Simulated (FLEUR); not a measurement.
# Mn3GaC: which magnetic order is lowest

Wanted: the moments of Mn3GaC and the energy of each order that was tried.

Main program and level: FLEUR MaX-R8.1; LDA (VWN); all-electron FLAPW, Dirac cores, scalar-relativistic bands.

Report form: the programs' logs are mostly left out.

### 1. The starting structure

Symmetry: Pm-3m, No. 221, cubic system. Conventional cell: a = 3.896 Å, b = 3.896 Å, c = 3.896 Å, α = 90.00°, β = 90.00°, γ = 90.00°. Nearest to Mn lie 2 C at 1.95 Å and 8 Mn at 2.75 Å and 4 Ga at 2.75 Å. Nearest to Ga lie 12 Mn at 2.75 Å. Nearest to C lie 6 Mn at 1.95 Å. Farther neighbours are not listed.

Coordinates:

```
Mn Ga C
1.0
     3.89600    0.00000    0.00000
     0.00000    3.89600    0.00000
     0.00000    0.00000    3.89600
Mn Ga C
3 1 1
Direct
  0.00000 0.50000 0.50000
  0.50000 0.00000 0.50000
  0.50000 0.50000 0.00000
  0.00000 0.00000 0.00000
  0.50000 0.50000 0.50000
```

### 2. Run 1 (ferro +++)

The parallel start is the test of whether parallel moments hold.

inpgen writes inp.xml from crystal.txt; cutoffs, mixing, functional, smearing and local orbitals are then set in the file. The k list default-1 (kpts.xml, not shown) is a Γ-centred 8×8×8 mesh; where the ranks do not divide the number of points, some are split in two of half the weight.

File inp.xml:

```
<?xml version="1.0" encoding="UTF-8" standalone="no"?>
<fleurInput fleurInputVersion="0.39">
   <comment>
      Mn3GaC
   </comment>
   <calculationSetup>
      <cutoffs Kmax="4.4" Gmax="13.2" GmaxXC="13.2" numbands="0"/>
      <scfLoop itmax="90" minDistance="0.00002" maxIterBroyd="15" imix="Anderson" alpha="0.05" precondParam="0.0" spinf="2.0" sdNocoIR="T"/>
      <coreElectrons ctail="T" frcor="F" kcrel="0" coretail_lmax="0"/>
      <xcFunctional name="vwn" relativisticCorrections="F"/>
      <magnetism jspins="2"/>
      <soc l_soc="F" theta="0.0" phi="0.0" spav="F"/>
      <expertModes spex="0" secvar="F"/>
      <geometryOptimization l_f="F" forcealpha="1.0" forcemix="BFGS" epsdisp="0.00001" epsforce="0.00001"/>
      <ldaU l_linMix="F" mixParam="0.05" spinf="1.0"/>
   </calculationSetup>
   <cell>
      <bzIntegration valenceElectrons="62.0" mode="hist" fermiSmearingEnergy="0.00110248">
         <kPointListSelection listName="default-1"/>
         <xi:include xmlns:xi="http://www.w3.org/2001/XInclude" href="kpts.xml"> </xi:include>
      </bzIntegration>
      <xi:include xmlns:xi="http://www.w3.org/2001/XInclude" href="sym.xml"> </xi:include>
      <bulkLattice scale="1.0">
         <bravaisMatrix>
            <row-1>    7.3623729814415997     0.0000000000000000     0.0000000000000000</row-1>
            <row-2>    0.0000000000000000     7.3623729814415997     0.0000000000000000</row-2>
            <row-3>    0.0000000000000000     0.0000000000000000     7.3623729814415997</row-3>
         </bravaisMatrix>
      </bulkLattice>
   </cell>
   <atomSpecies>
      <species name="Manganese 3.502" element="Mn" atomicNumber="25">
         <mtSphere radius="2.29" gridPoints="757" logIncrement="0.016"/>
         <atomicCutoffs lmax="8" lnonsphr="6"/>
         <electronConfig flipSpins="F">
            <coreConfig>(1s1/2) (2s1/2) (2p1/2) (2p3/2)</coreConfig>
            <valenceConfig>(3s1/2) (3p1/2) (3p3/2) (4s1/2) (3d3/2) (3d5/2)</valenceConfig>
            <stateOccupation state="(3d3/2)" spinUp="1.251" spinDown="0.749"/>
            <stateOccupation state="(3d5/2)" spinUp="3.0" spinDown="0.0"/>
         </electronConfig>
         <energyParameters s="4" p="4" d="3" f="4"/>
         <lo type="SCLO" l="0" n="3" eDeriv="0"/>
         <lo type="SCLO" l="1" n="3" eDeriv="0"/>
      </species>
      <species name="Gallium (Ga)" element="Ga" atomicNumber="31">
         <mtSphere radius="2.78" gridPoints="919" logIncrement="0.014"/>
         <atomicCutoffs lmax="10" lnonsphr="8"/>
         <electronConfig flipSpins="F">
            <coreConfig>(1s1/2) (2s1/2) (2p1/2) (2p3/2) (3s1/2) (3p1/2) (3p3/2)</coreConfig>
            <valenceConfig>(4s1/2) (3d3/2) (3d5/2) (4p1/2) (4p3/2)</valenceConfig>
            <stateOccupation state="(4p1/2)" spinUp="0.166667" spinDown="0.166667"/>
            <stateOccupation state="(4p3/2)" spinUp="0.333333" spinDown="0.333333"/>
         </electronConfig>
         <energyParameters s="4" p="4" d="3" f="4"/>
      </species>
      <species name="Carbon (C)" element="C" atomicNumber="6">
         <mtSphere radius="1.3" gridPoints="431" logIncrement="0.024"/>
         <atomicCutoffs lmax="6" lnonsphr="4"/>
         <electronConfig flipSpins="F">
            <coreConfig>(1s1/2)</coreConfig>
            <valenceConfig>(2s1/2) (2p1/2) (2p3/2)</valenceConfig>
            <stateOccupation state="(2p1/2)" spinUp="0.333333" spinDown="0.333333"/>
            <stateOccupation state="(2p3/2)" spinUp="0.666667" spinDown="0.666667"/>
         </electronConfig>
         <energyParameters s="2" p="2" d="3" f="4"/>
      </species>
   </atomSpecies>
   <atomGroups>
      <atomGroup species="Manganese 3.502">
         <relPos label="                   1">.0000000000 1.000/2.000 1.000/2.000</relPos>
         <relPos label="                   2">1.000/2.000 .0000000000 1.000/2.000</relPos>
         <relPos label="                   3">1.000/2.000 1.000/2.000 .0000000000</relPos>
         <force calculate="T" relaxXYZ="TTT"/>
      </atomGroup>
      <atomGroup species="Gallium (Ga)">
         <relPos label="                   4">.0000000000 .0000000000 .0000000000</relPos>
         <force calculate="T" relaxXYZ="TTT"/>
      </atomGroup>
      <atomGroup species="Carbon (C)">
         <relPos label="                   5">1.000/2.000 1.000/2.000 1.000/2.000</relPos>
         <force calculate="T" relaxXYZ="TTT"/>
      </atomGroup>
   </atomGroups>
   <output dos="F" band="F" slice="F">
      <bandDOS minEnergy="-.5*Htr" maxEnergy="0.5*Htr" sigma="0.015" storeEVData="T"/>
      <plotting iplot="0" polar="F">
         <plot TwoD="T" vec1="  1.0  0.0  0.0" vec2="  0.0  1.0  0.0" vec3="  0.0  0.0  1.0" zero="  0.0  0.0  0.0" file="plot"/>
      </plotting>
      <moessbauerParams electricFieldGradient="F" isomerShift="F" coreHyperfine="F" valenceHyperfine="F"/>
   </output>
</fleurInput>
```

File crystal.txt:

```
Mn3GaC
&input film=F cartesian=F /
3.89600000000  0.00000000000  0.00000000000
0.00000000000  3.89600000000  0.00000000000
0.00000000000  0.00000000000  3.89600000000
1.8897261246
1.0 1.0 1.0

5
25 0.00000000000  0.50000000000  0.50000000000 : 3.502
25 0.50000000000  0.00000000000  0.50000000000 : 3.502
25 0.50000000000  0.50000000000  0.00000000000 : 3.502
31 0.00000000000  0.00000000000  0.00000000000
6 0.50000000000  0.50000000000  0.50000000000

&kpt div1=8 div2=8 div3=8 gamma=T /
```

Launch:

```bash
OMP_NUM_THREADS=1 inpgen -f crystal.txt > inpgen.log  # inp.xml is then edited as shown
OMP_NUM_THREADS=1 mpirun -n 4 fleur_MPI > fleur.log
```

It took 2.2 min on 4 MPI ranks of Arm Neoverse V2, shared host; peak memory 0.34 GiB; 8.8 min of CPU time.

Spin moment in the muffin-tin sphere by atom:

| atom | spin moment in the muffin-tin sphere (μB) |
| --- | --- |
| Mn1 | 1.51 |
| Mn2 | 1.51 |
| Mn3 | 1.51 |
| Ga4 | -0.09 |
| C5 | -0.08 |

Numbers from this step:

```
free energy                                                       : -148269.9333 eV
program's band gap on this mesh (in a metal only a level spacing) : 0.001797 eV
magnetization                                                     : 4.384 μB
final state                                                       : ferromagnetic, with opposed induced moments
```

After 42 cycles the largest moment stands at 1.51 μB.

### 3. Run 2 (ferri ++-)

Another pattern of signs weighs the neighbour shells otherwise.

inp.xml, as its differences from that of step 2:

```diff
@@ -44,2 +44,15 @@
       </species>
+      <species name="Manganese -3.502" element="Mn" atomicNumber="25">
+         <mtSphere radius="2.29" gridPoints="757" logIncrement="0.016"/>
+         <atomicCutoffs lmax="8" lnonsphr="6"/>
+         <electronConfig flipSpins="F">
+            <coreConfig>(1s1/2) (2s1/2) (2p1/2) (2p3/2)</coreConfig>
+            <valenceConfig>(3s1/2) (3p1/2) (3p3/2) (4s1/2) (3d3/2) (3d5/2)</valenceConfig>
+            <stateOccupation state="(3d3/2)" spinUp="0.749" spinDown="1.251"/>
+            <stateOccupation state="(3d5/2)" spinUp="0.0" spinDown="3.0"/>
+         </electronConfig>
+         <energyParameters s="4" p="4" d="3" f="4"/>
+         <lo type="SCLO" l="0" n="3" eDeriv="0"/>
+         <lo type="SCLO" l="1" n="3" eDeriv="0"/>
+      </species>
       <species name="Gallium (Ga)" element="Ga" atomicNumber="31">
@@ -71,2 +84,5 @@
          <relPos label="                   2">1.000/2.000 .0000000000 1.000/2.000</relPos>
+         <force calculate="T" relaxXYZ="TTT"/>
+      </atomGroup>
+      <atomGroup species="Manganese -3.502">
          <relPos label="                   3">1.000/2.000 1.000/2.000 .0000000000</relPos>
```

crystal.txt, as its differences from that of step 2:

```diff
@@ -11,3 +11,3 @@
 25 0.50000000000  0.00000000000  0.50000000000 : 3.502
-25 0.50000000000  0.50000000000  0.00000000000 : 3.502
+25 0.50000000000  0.50000000000  0.00000000000 : -3.502
 31 0.00000000000  0.00000000000  0.00000000000
```

It took 4.5 min on 4 MPI ranks; peak memory 0.41 GiB; 18 min of CPU time.

Spin moment in the muffin-tin sphere by atom:

| atom | spin moment in the muffin-tin sphere (μB) |
| --- | --- |
| Mn1 | 1.42 |
| Mn2 | 1.42 |
| Mn3 | -2.17 |
| Ga4 | -0.03 |
| C5 | -0.01 |

Numbers from this step:

| Item | Value |
| --- | --- |
| free energy | -148269.8270 eV |
| program's band gap on this mesh (in a metal only a level spacing) | 0.008653 eV |
| magnetization | 0.6157 μB |
| final state | ferrimagnetic |

It lies 35.4 meV a seeded atom over the first start, and its largest moment is 2.17 μB against 1.51 μB.

### 4. Order 3, typed as no spin polarisation

A spinless run gives the zero against which the gain from the moments is read.

inp.xml, as its differences from that of step 3:

```diff
@@ -10,3 +10,3 @@
       <xcFunctional name="vwn" relativisticCorrections="F"/>
-      <magnetism jspins="2"/>
+      <magnetism jspins="1"/>
       <soc l_soc="F" theta="0.0" phi="0.0" spav="F"/>
@@ -31,3 +31,3 @@
    <atomSpecies>
-      <species name="Manganese 3.502" element="Mn" atomicNumber="25">
+      <species name="Manganese (Mn)" element="Mn" atomicNumber="25">
          <mtSphere radius="2.29" gridPoints="757" logIncrement="0.016"/>
@@ -37,17 +37,4 @@
             <valenceConfig>(3s1/2) (3p1/2) (3p3/2) (4s1/2) (3d3/2) (3d5/2)</valenceConfig>
-            <stateOccupation state="(3d3/2)" spinUp="1.251" spinDown="0.749"/>
-            <stateOccupation state="(3d5/2)" spinUp="3.0" spinDown="0.0"/>
-         </electronConfig>
-         <energyParameters s="4" p="4" d="3" f="4"/>
-         <lo type="SCLO" l="0" n="3" eDeriv="0"/>
-         <lo type="SCLO" l="1" n="3" eDeriv="0"/>
-      </species>
-      <species name="Manganese -3.502" element="Mn" atomicNumber="25">
-         <mtSphere radius="2.29" gridPoints="757" logIncrement="0.016"/>
-         <atomicCutoffs lmax="8" lnonsphr="6"/>
-         <electronConfig flipSpins="F">
-            <coreConfig>(1s1/2) (2s1/2) (2p1/2) (2p3/2)</coreConfig>
-            <valenceConfig>(3s1/2) (3p1/2) (3p3/2) (4s1/2) (3d3/2) (3d5/2)</valenceConfig>
-            <stateOccupation state="(3d3/2)" spinUp="0.749" spinDown="1.251"/>
-            <stateOccupation state="(3d5/2)" spinUp="0.0" spinDown="3.0"/>
+            <stateOccupation state="(3d3/2)" spinUp="1.000000" spinDown="1.000000"/>
+            <stateOccupation state="(3d5/2)" spinUp="1.500000" spinDown="1.500000"/>
          </electronConfig>
@@ -81,8 +68,5 @@
    <atomGroups>
-      <atomGroup species="Manganese 3.502">
+      <atomGroup species="Manganese (Mn)">
          <relPos label="                   1">.0000000000 1.000/2.000 1.000/2.000</relPos>
          <relPos label="                   2">1.000/2.000 .0000000000 1.000/2.000</relPos>
-         <force calculate="T" relaxXYZ="TTT"/>
-      </atomGroup>
-      <atomGroup species="Manganese -3.502">
          <relPos label="                   3">1.000/2.000 1.000/2.000 .0000000000</relPos>
```

File crystal.txt:

```
Mn3GaC
&input film=F cartesian=F /
3.89600000000  0.00000000000  0.00000000000
0.00000000000  3.89600000000  0.00000000000
0.00000000000  0.00000000000  3.89600000000
1.8897261246
1.0 1.0 1.0

5
25 0.00000000000  0.50000000000  0.50000000000
25 0.50000000000  0.00000000000  0.50000000000
25 0.50000000000  0.50000000000  0.00000000000
31 0.00000000000  0.00000000000  0.00000000000
6 0.50000000000  0.50000000000  0.50000000000

&kpt div1=8 div2=8 div3=8 gamma=T /
```

It took 36 s on 4 MPI ranks; peak memory 0.28 GiB; 2.4 min of CPU time.

Read from the output:

| Item | Value |
| --- | --- |
| free energy | -148269.4716 eV |
| program's band gap on this mesh (in a metal only a level spacing) | 0.002073 eV |
| final state | non-magnetic (no spin polarisation) |

It lies 154 meV a seeded atom over the first start.

### 5. Another try

A slip in the input shows what the program catches and what it lets pass.

inp.xml, as its differences from that of step 2:

```diff
@@ -7,3 +7,3 @@
       <cutoffs Kmax="4.4" Gmax="13.2" GmaxXC="13.2" numbands="0"/>
-      <scfLoop itmax="90" minDistance="0.00002" maxIterBroyd="15" imix="Anderson" alpha="0.05" precondParam="0.0" spinf="2.0" sdNocoIR="T"/>
+      <scfLoop itmax="60" minDistance="0.00002" maxIterBroyd="15" imix="Anderson" alpha="0.05" precondParam="0.0" spinf="2.0" sdNocoIR="T"/>
       <coreElectrons ctail="T" frcor="F" kcrel="0" coretail_lmax="0"/>
@@ -32,3 +32,3 @@
       <species name="Manganese 3.502" element="Mn" atomicNumber="25">
-         <mtSphere radius="2.29" gridPoints="757" logIncrement="0.016"/>
+         <mtSphere radius="1.00" gridPoints="757" logIncrement="0.016"/>
          <atomicCutoffs lmax="8" lnonsphr="6"/>
@@ -45,3 +45,3 @@
       <species name="Gallium (Ga)" element="Ga" atomicNumber="31">
-         <mtSphere radius="2.78" gridPoints="919" logIncrement="0.014"/>
+         <mtSphere radius="1.00" gridPoints="919" logIncrement="0.014"/>
          <atomicCutoffs lmax="10" lnonsphr="8"/>
@@ -56,3 +56,3 @@
       <species name="Carbon (C)" element="C" atomicNumber="6">
-         <mtSphere radius="1.3" gridPoints="431" logIncrement="0.024"/>
+         <mtSphere radius="1.00" gridPoints="431" logIncrement="0.024"/>
          <atomicCutoffs lmax="6" lnonsphr="4"/>
```

crystal.txt is that of step 2.

Wall time 5.1 s (4 MPI ranks); peak memory 0.27 GiB.

The run ended with an error.

The program's message: “Too low eigenvalue detected”

The fault in the input: spheres far too small.

Small spheres leave the sharp parts of the states to plane waves, which this Kmax can't hold, and cores leak out.

### 6. Ranking

Free energies are divided by the number of seeded atoms.

Orders:

| start | final state | typed order kept | energy over the lowest (meV a seeded atom) | largest sphere moment (μB) | net moment (μB a primitive cell) | mesh matched | CPU time (s) |
| --- | --- | --- | --- | --- | --- | --- | --- |
| ferro +++ | ferromagnetic, with opposed induced moments | yes | 0 | 1.506 | 4.384 | yes | 530.6 |
| ferri ++- | ferrimagnetic | yes | 35.42 | 2.169 | 0.6157 | yes | 1079 |
| no spin polarisation | non-magnetic | - | 153.9 | 0 | 0 | yes | 144.7 |

### 7. Spin–orbit coupling, moments along [001]

Spin–orbit coupling ties the spins to the lattice and lets orbital moments form.

A new self-consistent run of the start ferro +++, with the moments along z.

inp.xml, as its differences from that of step 2:

```diff
@@ -6,3 +6,3 @@
    <calculationSetup>
-      <cutoffs Kmax="4.4" Gmax="13.2" GmaxXC="13.2" numbands="0"/>
+      <cutoffs Kmax="4.4" Gmax="13.2" GmaxXC="13.2" numbands="162"/>
       <scfLoop itmax="90" minDistance="0.00002" maxIterBroyd="15" imix="Anderson" alpha="0.05" precondParam="0.0" spinf="2.0" sdNocoIR="T"/>
@@ -11,3 +11,3 @@
       <magnetism jspins="2"/>
-      <soc l_soc="F" theta="0.0" phi="0.0" spav="F"/>
+      <soc l_soc="T" theta="0.0" phi="0.0" spav="F"/>
       <expertModes spex="0" secvar="F"/>
@@ -71,2 +71,5 @@
          <relPos label="                   2">1.000/2.000 .0000000000 1.000/2.000</relPos>
+         <force calculate="T" relaxXYZ="TTT"/>
+      </atomGroup>
+      <atomGroup species="Manganese 3.502">
          <relPos label="                   3">1.000/2.000 1.000/2.000 .0000000000</relPos>
```

crystal.txt, as its differences from that of step 2:

```diff
@@ -15,2 +15,3 @@
 
+&soc 0.0000000 0.0000000 /
 &kpt div1=8 div2=8 div3=8 gamma=T /
```

It took 16 min on 4 MPI ranks; peak memory 0.99 GiB; 64 min of CPU time.

Spin moment in the muffin-tin sphere by atom:

| atom | spin moment in the muffin-tin sphere (μB) |
| --- | --- |
| Mn1 | 1.51 |
| Mn2 | 1.51 |
| Mn3 | 1.50 |
| Ga4 | -0.09 |
| C5 | -0.08 |

This step gave:

- free energy: -148269.9765 eV
- program's band gap on this mesh (in a metal only a level spacing): 0 eV
- magnetization: 4.380 μB
- final state: ferromagnetic, with opposed induced moments
- orbital moment along the spin: 0.05045 μB

Orbital moment in the sphere, along the spin axis by atom:

| atom | orbital moment in the sphere, along the spin axis (μB) |
| --- | --- |
| Mn1 | 0.0505 |
| Mn2 | 0.0505 |
| Mn3 | 0.0425 |
| Ga4 | -0.0006 |
| C5 | 0.0005 |

### 8. What came out

* lowest state found: ferromagnetic (typed ferro +++)
* largest site spin moment: 1.51 μB
* next finished state: ferrimagnetic, 35.4 meV a seeded atom higher
* energy gained by spin polarisation: 154 meV a seeded atom
* orbital moment on the atom of largest spin, along its spin (spin–orbit run): 0.0505 μB

The lowest state found is ferromagnetic, reached from the start ferro +++, with moments up to 1.51 μB. The next finished state costs 35 meV a seeded atom. The orbital moment is parallel to the spin. This is the lowest of 3 finished starts, no proof of the ground state.

[Logs and program files are shortened in this print: banners, set-up blocks, solver, clock and traceback lines can be left out without a mark of their own.]

[Logs are printed without paths, hosts, clocks, repeated set-up lines and the standing remarks that a program may print on its own settings, such as how far it seeks lower states.]

[Hosts, paths, dates, database ids (printed as entryN), source tags and the programs' standing remarks are cut or masked in the printed files.]

[Where a cell is said to come from a database of computed structures, the database is the Materials Project.]
